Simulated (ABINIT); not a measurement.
An input for ABINIT 10.8.3 (TlAsF6 (R-3)):

```
acell 3*1.0 Angstrom
rprim 
  3.720723898783 2.148160944528 2.482723275713
  -3.720723898783 2.148160944528 2.482723275713
  0.000000000000 -4.296321889101 2.482723275674
ntypat 3
znucl 81 33 9
natom 8
typat 1 2 3 3 3 3 3 3
xred 
  0.000000000000 0.000000000000 0.000000000000
  0.500000000000 0.500000000000 0.500000000000
  0.698048100000 0.789498230000 0.423038160000
  0.789498230000 0.423038160000 0.698048100000
  0.210501770000 0.576961840000 0.301951900000
  0.423038160000 0.698048100000 0.789498230000
  0.576961840000 0.301951900000 0.210501770000
  0.301951900000 0.210501770000 0.576961840000
pp_dirpath "pseudos"
pseudos "Tl.upf, As.upf, F.upf"
ecut 44
ngkpt 2 2 2
nshiftk 1
shiftk 0 0 0
kptopt 1
chksymbreak 0
istwfk *1
occopt 1
irdwfk 1
optdriver 4
nband 153
gwcalctyp 0
ecutsigx 44
symsigma 1
nkptgw 3
kptgw 
  0.5000000000 0.5000000000 0.0000000000
  0.5000000000 0.0000000000 0.0000000000
  0.0000000000 0.0000000000 0.0000000000
bdgw 
  42 45
  42 45
  41 45
ecuteps 4.8
irdscr 1
ppmodel 1
indata_prefix "in"
outdata_prefix "out"
tmpdata_prefix "tmp"
```

```sh
OMP_NUM_THREADS=1 mpirun -n 8 abinit run.abi > log
```

**Question.** How long will it take on 8 MPI ranks of Arm Neoverse N1, shared host, and how much memory?

It took 41 s; on shared hardware allow 20 s to 82 s. Peak host memory was 2.1 GiB.

[Paths, hosts, dates, memory and timing lines, banners, echoed tables and standing remarks are left out of the program output.]

[Logs are printed without paths, hosts, clocks, repeated set-up lines and the standing remarks that a program may print on its own settings, such as how far it seeks lower states.]

[Runs of the session that timed out or met a known fault of the program may be left out.]

[Hosts, paths, dates, database ids (printed as entryN), source tags and the programs' standing remarks are cut or masked in the printed files.]

[G0W0 gaps are taken among the corrected bands and points alone; a level outside them can change the order at an edge.]

[Where Ansatz stands beside ABINIT at settings called matched, ABINIT's density can come from a denser mesh and the files from another edition; pairs whose starting gaps differed by over 0.03 eV were left out, so agreement reads better than it is.]
